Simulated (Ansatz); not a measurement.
# PtSe2 monolayer (2H) under biaxial strain in the plane of the sheet

Aim: how do the optical modes of PtSe2 monolayer (2H) shift and split under this strain?

Program: Ansatz 0.2.0. Level of theory: DFT PBE, scalar-relativistic, plane waves, PAW; PAW set soft_1. Results are calculated unless marked as measured.

This is a report of a sequence of runs, with most program output left out.

## 1. The starting structure

The cell holds 3 atoms: 1 Pt and 2 Se. Cell: a = 3.650 Å, b = 3.650 Å, c = 30.460 Å, α = 90.0°, β = 90.0°, γ = 120.0°. Vacuum lies along c. The height across the vacuum is the one that the program set for its solve, not the one typed.

## 2. A rough relaxation first

The start is far from rest, so a relaxation with loose tolerances brings it close first. The program lengthens the typed cell of 20.0 Å along the normal to 30.5 Å, as its cut-off of the electrostatics needs, and moves no atom.

input.yaml

```yaml
crystal:
  lattice:
    - [3.65, 0.0, 0.0]
    - [-1.825, 3.16099, 0.0]
    - [0.0, 0.0, 20.0]
  atoms:
    - { symbol: Pt, position: [0.333333, 0.666667, 0.5] }
    - { symbol: Se, position: [0.666667, 0.333333, 0.58325] }
    - { symbol: Se, position: [0.666667, 0.333333, 0.41675] }
  periodic: [true, true, false]
kpoints:
  mp_grid: { grid: [6, 6, 1] }
hamiltonian:
  xc: pbe
  pseudopotentials: { kind: paw, azcp: { folder: soft_1 } }
scf:
  occupations: { method: gaussian, width: 0.1 }
output:
  forces: true
  stress: true
  eigenvalues: true
relax:
  adjacent_minimum: "off"
  f_tol: 0.05
  max_steps: 80
  cell: { stress_2d_tol: 0.02 }
```

Launch:

```sh
$ ansatz run input.yaml --threads 4 --pin off --max-ram 16384MiB --backend cpu --events-out ev --progress --plain --runs-dir out
```

Wall time 11 s (4 threads of Arm Neoverse V1, shared host); peak memory 0.65 GiB; 42 s of CPU time.

Step by step:

```csv
step,energy less that of the first step (eV),largest force component (eV/Å),volume (Å³)
1,0.0000,1.6435,351.44
2,-0.3507,0.1576,346.17
3,-0.3528,0.0415,346.73
4,-0.3530,0.0004,346.47
5*,-0.3527,0.0003,346.47
```

Relaxation steps marked * repeat the geometry before them on a plane-wave basis chosen anew for their cell, so energy and pressure can jump there.

The run keeps the 12 symmetry operations that it works with, so distortions that break them were not tested.

```csv
cell as run,before,after,change
a (Å),3.650,3.624,-0.7 %
b (Å),3.650,3.624,-0.7 %
```

The atoms that moved most (Å, along periodic axes as changes of fractional coordinates times the final cell, across vacuum about the mean position):

```csv
atom,dx,dy,dz,length
Se3,0.000,0.000,0.181,0.181
Se2,0.000,0.000,-0.181,0.181
```

Final coordinates:

```cif
data_structure
_symmetry_space_group_name_H-M 'P 1'
_symmetry_Int_Tables_number 1
_cell_length_a 3.6241
_cell_length_b 3.6241
_cell_length_c 30.4600
_cell_angle_alpha 90.000
_cell_angle_beta 90.000
_cell_angle_gamma 120.000
_cell_volume 346.47
loop_
_atom_site_label
_atom_site_type_symbol
_atom_site_fract_x
_atom_site_fract_y
_atom_site_fract_z
_atom_site_occupancy
Pt1 Pt 0.33333 0.66667 0.32830 1
Se2 Se 0.66667 0.33333 0.37701 1
Se3 Se 0.66667 0.33333 0.27959 1
```

This step gave:

```yaml
gap_on_the_k_mesh: 0 eV
area_per_atom: 3.792 Å²
```

The relaxation ends with a largest force component of 2.7e-4 eV/Å.

## 3. Relaxation

The cell and atoms are relaxed, since residual forces and stress would shift the frequencies.

input.yaml

```yaml
crystal:
  lattice:
    - [3.6241308874, 0.0, 0.0]
    - [-1.8120654437, 3.1385894152, 0.0]
    - [0.0, 0.0, 30.46]
  atoms:
    - { symbol: Pt, position: [0.3333333333, 0.6666666667, 0.3282994091] }
    - { symbol: Se, position: [0.6666666667, 0.3333333333, 0.3770101079] }
    - { symbol: Se, position: [0.6666666667, 0.3333333333, 0.2795887102] }
  periodic: [true, true, false]
kpoints:
  mp_grid: { grid: [15, 15, 1] }
hamiltonian:
  xc: pbe
  pseudopotentials: { kind: paw, azcp: { folder: soft_1 } }
scf:
  occupations: { method: gaussian, width: 0.1 }
output:
  forces: true
  stress: true
  eigenvalues: true
  write_density: true
  write_potential: true
  elf: true
  volumetric_format: npy
relax:
  adjacent_minimum: "off"
  f_tol: 0.005
  max_steps: 80
  cell: { stress_2d_tol: 0.02 }
```

The job ended after 45 s (4 threads; peak memory 0.77 GiB).

Relaxation path:

```
step  energy less that of the first step (eV)  largest force component (eV/Å)  volume (Å³)
   1                                   0.0000                          0.0255       346.47
   2                                  -0.0002                          0.0148       347.28
   3                                  -0.0002                          0.0045       347.70
   4                                  -0.0002                          0.0000       347.96
  5*                                  -0.0002                          0.0001       347.96
```

Relaxation steps marked * repeat the geometry before them on a plane-wave basis chosen anew for their cell, so energy and pressure can jump there.

Forces are held to the 12 operations that the run works with; a distortion that breaks them can't arise in this run.

```
cell as run  before  after  change
      a (Å)   3.624  3.632  +0.2 %
      b (Å)   3.624  3.632  +0.2 %
```

The relaxed structure:

```xyz
3
Lattice="3.6319 0.0000 0.0000 -1.8159 3.1453 0.0000 0.0000 0.0000 30.4600" Properties=species:S:1:pos:R:3
Pt    0.0000    2.0969   10.0000
Se    1.8159    1.0484   11.4768
Se    1.8159    1.0484    8.5232
```

This step gave:

- area per atom: 3.808 Å²

Valence density in the ac plane at fractional y = 0.333, with atoms of Se within 0.2 Å of it. It is the smooth field of the valence electrons, not physical close to the nuclei.

Ten steps, logarithmic in the rise over the least value, from '_' (0 e/Å³) to '@' (20 e/Å³), each cell a mean:
```
____________________________
____________________________
____________________________
____________________________
____________________________
____________________________
____________________________
____________________________
____________________________
____________________________
____________________________
____________________________
____________________________
____________________________
..______....::==%%@@%%++--::
::::::::::::::--**##**==::::
::::::::::::::--++**++--::::
..______....--==%%@@@@**--::
__________________..________
____________________________
____________________________
____________________________
____________________________
____________________________
```
Columns run along a (3.6 Å), rows up along c (30.5 Å). Atoms in or near the plane, at fractional coordinates: Se at (0.67, 0.38), Se at (0.67, 0.28).

ELF in the ac plane at fractional y = 0.333, with atoms of Se within 0.2 Å of it. It is the smooth field of the valence electrons, not physical close to the nuclei.

Ten even steps from '0' (0.00) to '9' (0.78), each cell a mean:
```
00000000000000
00000000000000
00000000000000
00000000000000
00000000000000
00000000000000
00000000000000
00000000000000
00000000000000
00000000000000
00000000000000
00000000000000
00000000000000
10001256777653
62114899877999
43334566655666
43334566555665
62124899766899
20001357888764
00000000000000
00000000000000
00000000000000
00000000000000
00000000000000
```
Columns run along a (3.6 Å), rows up along c (30.5 Å). Atoms in or near the plane, at fractional coordinates: Se at (0.67, 0.38), Se at (0.67, 0.28).

Electrostatic potential energy in the ac plane at fractional y = 0.333, with atoms of Se within 0.2 Å of it. With pseudopotentials it is smooth inside the atoms' cores, unlike the true potential.

Ten even steps from '_' (-17 eV) to '@' (0 eV), each cell a mean:
```
@@@@@@@@@@@@@@@@@@@@@@@@@@@@
@@@@@@@@@@@@@@@@@@@@@@@@@@@@
@@@@@@@@@@@@@@@@@@@@@@@@@@@@
@@@@@@@@@@@@@@@@@@@@@@@@@@@@
@@@@@@@@@@@@@@@@@@@@@@@@@@@@
@@@@@@@@@@@@@@@@@@@@@@@@@@@@
@@@@@@@@@@@@@@@@@@@@@@@@@@@@
@@@@@@@@@@@@@@@@@@@@@@@@@@@@
@@@@@@@@@@@@@@@@@@@@@@@@@@@@
@@@@@@@@@@@@@@@@@@@@@@@@@@@@
@@@@@@@@@@@@@@@@@@@@@@@@@@@@
@@@@@@@@@@@@@@@@@@@@@@@@@@@@
@@@@@@@@@@@@@@@@@@@@@@@@@@@@
@@@@@@@@@@@@@@@@@@@@@@@@@@@@
##%%@@@@%%**..__--====....==
****++++**++--::::--::::::++
**++++++++++==::::--::::--++
##%%@@%%%%++..__--++==____--
@@@@@@@@@@@@@@@@%%%%%%%%@@@@
@@@@@@@@@@@@@@@@@@@@@@@@@@@@
@@@@@@@@@@@@@@@@@@@@@@@@@@@@
@@@@@@@@@@@@@@@@@@@@@@@@@@@@
@@@@@@@@@@@@@@@@@@@@@@@@@@@@
@@@@@@@@@@@@@@@@@@@@@@@@@@@@
```
Columns run along a (3.6 Å; values clipped at the 3rd and 97th percentile), rows up along c (30.5 Å). Atoms in or near the plane, at fractional coordinates: Se at (0.67, 0.38), Se at (0.67, 0.28).

## 4. Tight relaxation

Phonons need small forces and stress, so the relaxation is finished with tight tolerances on 15×15×1 k points.

input.yaml, the sections that differ from step 3:

```yaml
crystal:
  lattice:
    - [3.6318837562, 0.0, 0.0]
    - [-1.8159418781, 3.1453035964, 0.0]
    - [0.0, 0.0, 30.46]
  atoms:
    - { symbol: Pt, position: [0.3333333333, 0.6666666667, 0.3282994091] }
    - { symbol: Se, position: [0.6666666667, 0.3333333333, 0.3767816303] }
    - { symbol: Se, position: [0.6666666667, 0.3333333333, 0.2798171878] }
  periodic: [true, true, false]
scf:
  occupations: { method: methfessel_paxton, width: 0.2 }
relax:
  adjacent_minimum: "off"
  f_tol: 0.001
  max_steps: 60
  cell: { stress_2d_tol: 0.002 }
# kpoints, hamiltonian, output: as in step 3
```

The job ended after 42 s (4 threads; peak memory 0.77 GiB; 2.7 min of CPU time).

Step by step:

| step | energy less that of the first step (eV) | largest force component (eV/Å) | volume (Å³) |
| --- | --- | --- | --- |
| 1 | 0.0000 | 0.0126 | 347.96 |
| 2 | 0.0000 | 0.0070 | 348.33 |
| 3 | 0.0000 | 0.0023 | 348.54 |
| 4 | 0.0000 | 0.0000 | 348.68 |
| 5* | -0.0001 | 0.0000 | 348.68 |

Relaxation steps marked * repeat the geometry before them on a plane-wave basis chosen anew for their cell, so energy and pressure can jump there.

Forces are held to the 12 operations that the run works with; a distortion that breaks them can't arise in this run.

```csv
cell as run,before,after,change
a (Å),3.632,3.636,+0.1 %
b (Å),3.632,3.636,+0.1 %
```

Final coordinates:

```xyz
3
Lattice="3.6357 0.0000 0.0000 -1.8178 3.1486 0.0000 0.0000 0.0000 30.4600" Properties=species:S:1:pos:R:3
Pt    0.0000    2.0990   10.0000
Se    1.8178    1.0495   11.4733
Se    1.8178    1.0495    8.5267
```

This step gave:

| Item | Value |
| --- | --- |
| area per atom | 3.816 Å² |

Valence density in the ac plane at fractional y = 0.333, with atoms of Se within 0.2 Å of it. It is the smooth field of the valence electrons, not physical close to the nuclei.

Values in e/Å³, 24 rows by 14 columns, each cell a mean:
```
 0  0  0  0  0  0  0  0  0  0  0  0  0  0
 0  0  0  0  0  0  0  0  0  0  0  0  0  0
 0  0  0  0  0  0  0  0  0  0  0  0  0  0
 0  0  0  0  0  0  0  0  0  0  0  0  0  0
 0  0  0  0  0  0  0  0  0  0  0  0  0  0
 0  0  0  0  0  0  0  0  0  0  0  0  0  0
 0  0  0  0  0  0  0  0  0  0  0  0  0  0
 0  0  0  0  0  0  0  0  0  0  0  0  0  0
 0  0  0  0  0  0  0  0  0  0  0  0  0  0
 0  0  0  0  0  0  0  0  0  0  0  0  0  0
 0  0  0  0  0  0  0  0  0  0  0  0  0  0
 0  0  0  0  0  0  0  0  0  0  0  0  0  0
 0  0  0  0  0  0  0  0  0  0  0  0  0  0
 0  0  0  0  0  0  0  0  0  0  0  0  0  0
 0  0  0  0  0  0  1  2  8 17 12  3  1  0
 0  0  0  0  0  0  0  1  3  6  4  1  1  0
 0  0  0  0  0  0  0  1  2  3  3  1  0  0
 0  0  0  0  0  0  1  2  9 20 14  3  1  0
 0  0  0  0  0  0  0  0  0  0  0  0  0  0
 0  0  0  0  0  0  0  0  0  0  0  0  0  0
 0  0  0  0  0  0  0  0  0  0  0  0  0  0
 0  0  0  0  0  0  0  0  0  0  0  0  0  0
 0  0  0  0  0  0  0  0  0  0  0  0  0  0
 0  0  0  0  0  0  0  0  0  0  0  0  0  0
```
Columns run along a (3.6 Å), rows up along c (30.5 Å). Atoms in or near the plane, at fractional coordinates: Se at (0.67, 0.38), Se at (0.67, 0.28).

Electrostatic potential energy in the ac plane at fractional y = 0.333, with atoms of Se within 0.2 Å of it. With pseudopotentials it is smooth inside the atoms' cores, unlike the true potential.

Ten even steps from '0' (-16 eV) to '9' (0 eV), each cell a mean:
```
99999999999999
99999999999999
99999999999999
99999999999999
99999999999999
99999999999999
99999999999999
99999999999999
99999999999999
99999999999999
99999999999999
99999999999999
99999999999999
99999999999999
78998610344114
66556532232125
65555542232235
78988510354003
99999999888899
99999999999999
99999999999999
99999999999999
99999999999999
99999999999999
```
Columns run along a (3.6 Å; values clipped at the 3rd and 97th percentile), rows up along c (30.5 Å). Atoms in or near the plane, at fractional coordinates: Se at (0.67, 0.38), Se at (0.67, 0.28).

ELF in the ac plane at fractional y = 0.333, with atoms of Se within 0.2 Å of it. It is the smooth field of the valence electrons, not physical close to the nuclei.

Ten even steps from '_' (0.00) to '@' (0.78), each cell a mean:
```
____________________________
____________________________
____________________________
____________________________
____________________________
____________________________
____________________________
____________________________
____________________________
____________________________
____________________________
____________________________
____________________________
..______..::++**######**++--
**::....==%%@@@@%%####@@@@@@
==------==++******++++******
==------==++****++++++****++
**::..::==%%@@@@##****%%@@@@
::______..--++##%%%%%%##**==
____________________________
____________________________
____________________________
____________________________
____________________________
```
Columns run along a (3.6 Å), rows up along c (30.5 Å). Atoms in or near the plane, at fractional coordinates: Se at (0.67, 0.38), Se at (0.67, 0.28).

The largest force component left is 0.043 meV/Å, within the tolerances set.

## 5. Modes at rest

Phonons follow from the second derivative of the energy, found here by linear response.

The modes at rest are the reference of the series.

input.yaml, the sections that differ from step 4:

```yaml
crystal:
  lattice:
    - [3.6356522759, 0.0, 0.0]
    - [-1.817826138, 3.1485672303, 0.0]
    - [0.0, 0.0, 30.46]
  atoms:
    - { symbol: Pt, position: [0.3333333333, 0.6666666667, 0.3282994091] }
    - { symbol: Se, position: [0.6666666667, 0.3333333333, 0.3766691291] }
    - { symbol: Se, position: [0.6666666667, 0.3333333333, 0.279929689] }
  periodic: [true, true, false]
output:
  eigenvalues: true
phonons:
  method: dfpt
# kpoints, hamiltonian, scf: as in step 4
# relax: removed
```

The job ended after 3.4 min (4 threads; peak memory 2.3 GiB; 13 min of CPU time).

Numbers from this step:

```yaml
sum_rule_residual_before_enforcement: 3.51e-5 eV/Å²
point_group: -6m2
highest_optical_mode_at_the_zone_centre_no_lo_to_term: 192.0 cm⁻¹
lowest_optical_zone_centre_mode: 102.4 cm⁻¹
```

Patterns of degenerate modes are one choice out of their space. The modes at Γ (shares of kinetic energy by element, %):

| mode | frequency (cm⁻¹) | symmetry | Pt % | Se % |
| --- | --- | --- | --- | --- |
| 1 | 0.0 | acoustic | 55 | 45 |
| 2 | 0.0 | acoustic | 55 | 45 |
| 3 | 0.0 | acoustic | 55 | 45 |
| 4 | 102.4 | E'' | 0 | 100 |
| 5 | 102.4 | E'' | 0 | 100 |
| 6 | 106.6 | E' | 45 | 55 |
| 7 | 106.6 | E' | 45 | 55 |
| 8 | 130.2 | A2'' | 45 | 55 |
| 9 | 192.0 | A1' | 0 | 100 |

Displacements in mode 5 (102.4 cm⁻¹), the largest set to 1:
```
Pt1  0.00  0.00  0.00
Se2  0.35  1.00  0.00
Se3 -0.35 -1.00  0.00
```

Displacements in mode 9 (192.0 cm⁻¹), the largest set to 1:
```
Pt1  0.00  0.00  0.00
Se2  0.00  0.00  1.00
Se3  0.00  0.00 -1.00
```

Before it was imposed, the acoustic sum rule was missed by 3.5e-5 eV/Å². Small misses are needed for a sound result but don't prove that mesh and cutoff are converged. The lowest optical mode is real, 102 cm⁻¹.

## 6. A member of the series: biaxial strain of +5 % in the plane of the sheet

The cell takes a biaxial strain of +5 % in the plane of the sheet. The cell is held, and the atoms relax in it.

input.yaml, the sections that differ from step 5:

```yaml
crystal:
  lattice:
    - [3.8174348897, 0.0, 0.0]
    - [-1.9087174449, 3.3059955918, 0.0]
    - [0.0, 0.0, 30.46]
  atoms:
    - { symbol: Pt, position: [0.3333333333, 0.6666666667, 0.3282994091] }
    - { symbol: Se, position: [0.6666666667, 0.3333333333, 0.3737441639] }
    - { symbol: Se, position: [0.6666666667, 0.3333333333, 0.2828546543] }
  periodic: [true, true, false]
output:
  forces: true
  stress: true
  eigenvalues: true
relax:
  adjacent_minimum: "off"
  f_tol: 0.001
  max_steps: 60
# kpoints, hamiltonian, scf: as in step 5
# phonons: removed
```

Elapsed: 39 s, on 4 threads; peak memory 0.82 GiB.

Step by step:

```
step  energy less that of the first step (eV)  largest force component (eV/Å)
   1                                   0.0000                          0.2207
   2                                  -0.0044                          0.0867
   3                                  -0.0052                          0.0050
   4                                  -0.0052                          0.0028
   5                                  -0.0052                          0.0000
```

The run keeps the 12 symmetry operations that it works with, so distortions that break them were not tested.

The atoms that moved most (Å):

| atom | dx | dy | dz | length |
| --- | --- | --- | --- | --- |
| Se2 | 0.000 | 0.000 | -0.023 | 0.023 |
| Se3 | 0.000 | 0.000 | 0.023 | 0.023 |

Final coordinates:

```
Pt Se
1.0
     3.81743    0.00000    0.00000
    -1.90872    3.30600    0.00000
     0.00000    0.00000   30.46000
Pt Se
1 2
Cartesian
  0.0000 2.2040 10.0000
  1.9087 1.1020 11.3612
  1.9087 1.1020 8.6388
```

Numbers from this step:

```yaml
area_per_atom: 4.207 Å²
```

The largest force component left is 0.032 meV/Å.

## 7. Zone-centre modes of the member: biaxial strain of +5 % in the plane of the sheet

The zone-centre modes follow for biaxial strain of +5 % in the plane of the sheet.

input.yaml, the sections that differ from step 6:

```yaml
crystal:
  lattice:
    - [3.8174348897, 0.0, 0.0]
    - [-1.9087174449, 3.3059955918, 0.0]
    - [0.0, 0.0, 30.46]
  atoms:
    - { symbol: Pt, position: [0.3333333333, 0.6666666667, 0.3282994091] }
    - { symbol: Se, position: [0.6666666667, 0.3333333333, 0.372985957] }
    - { symbol: Se, position: [0.6666666667, 0.3333333333, 0.2836128612] }
  periodic: [true, true, false]
output:
  eigenvalues: true
phonons:
  method: dfpt
# kpoints, hamiltonian, scf: as in step 6
# relax: removed
```

Run time: 3.8 min. Hardware: 4 threads; peak memory 2.5 GiB.

This step gave:

```
sum-rule residual before enforcement                    : 5.69e-5 eV/Å²
highest optical mode at the zone centre (no LO-TO term) : 184.4 cm⁻¹
lowest optical zone-centre mode                         : 76.24 cm⁻¹
```

Patterns of degenerate modes are one choice out of their space. The modes at Γ (shares of kinetic energy by element, %):

```csv
mode,frequency (cm⁻¹),symmetry,Pt %,Se %
1,0.0,acoustic,55,45
2,0.0,acoustic,55,45
3,0.0,acoustic,55,45
4,76.2,E',45,55
5,76.2,E',45,55
6,96.3,E'',0,100
7,96.3,E'',0,100
8,104.3,A2'',45,55
9,184.4,A1',0,100
```

Displacements in mode 4 (76.2 cm⁻¹), the largest set to 1:
```
Pt1  0.00  0.81  0.00
Se2  0.00 -1.00  0.00
Se3  0.00 -1.00  0.00
```

Displacements in mode 7 (96.3 cm⁻¹), the largest set to 1:
```
Pt1  0.00  0.00  0.00
Se2 -0.07 -1.00  0.00
Se3  0.07  1.00  0.00
```

The lowest optical mode is real, 76.2 cm⁻¹, and the highest lies at 184.4 cm⁻¹.

For the highest optical mode at the zone centre (no LO-TO term), step 5 gave 192 cm⁻¹; this run, with strain 5 %, gives 184 cm⁻¹ (-4 %).

(Continued in part 2 of 2.)

[Logs are printed without paths, hosts, clocks, repeated set-up lines and the standing remarks that a program may print on its own settings, such as how far it seeks lower states.]

[Hosts, paths, dates, database ids (printed as entryN), source tags and the programs' standing remarks are cut or masked in the printed files.]
